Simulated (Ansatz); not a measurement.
# VCu3O4: which shell does photoemission see at 21.2 and 1486.7 eV? (LDA)

The valence band of VCu3O4 mixes several shells. Work out by hand which one leads the spectrum's area at each photon energy.

Filled states come from the projected DOS of Ansatz 0.2.0 (LDA+U, plane waves); cross sections σ and asymmetry parameters β are those of free atoms in a Dirac–Hartree–Slater calculation. A shell's area is states × σ × angular factor, which is 1 − β·P₂(cos θ)/2 for unpolarised light, with θ = 54.7° from the beam and P₂ = 0.001.

**At 21.2 eV** (states counted from 11.2 eV below the zero; other shells add 0.063 to the products' sum of 83.2):

| shell | filled states a cell | cross section (Mb an electron) | β | angular factor | product | share by hand (%) | share in the simulated spectrum (%) |
| --- | --- | --- | --- | --- | --- | --- | --- |
| Cu 3d | 29.35 | 0.796 | -0.20 | 1.00 | 23.3 | 28 | 28 |
| V 3d | 3.04 | 2 | 0.05 | 1.00 | 6.07 | 7 | 7 |
| O 2s | 0.32 | 0 | 0.00 | 1.00 | 0 | 0 | 0 |
| O 2p | 19.72 | 2.73 | 0.81 | 1.00 | 53.7 | 65 | 65 |

**At 1486.7 eV** (states counted from 19.7 eV below the zero; other shells add 0.0005 to the products' sum of 0.0324):

| shell | filled states a cell | cross section (Mb an electron) | β | angular factor | product | share by hand (%) | share in the simulated spectrum (%) |
| --- | --- | --- | --- | --- | --- | --- | --- |
| Cu 3d | 29.54 | 0.000796 | 0.97 | 1.00 | 0.0235 | 73 | 73 |
| V 3d | 3.30 | 0.000139 | 0.77 | 1.00 | 0.000458 | 1 | 1 |
| O 2s | 7.16 | 0.000939 | 2.00 | 1.00 | 0.00672 | 21 | 20 |
| O 2p | 19.73 | 6.28e-05 | 0.51 | 1.00 | 0.00124 | 4 | 4 |

O 2p leads at 21.2 eV and Cu 3d at 1486.7 eV. Between the two energies σ of O 2p changes by a factor 2.3e-5 and that of Cu 3d by 0.0010, so their ratio moves 43-fold in favour of the second. The simulated spectrum uses the same rule on the energy-resolved DOS, so the two share columns agree within a few points.

Only crystals where the two columns agree within 4 points and the lead is clear are worked in this form. Free-atom cross sections ignore the solid's final states, no escape depth or background enters, and the count of states a shell hangs on the projection.
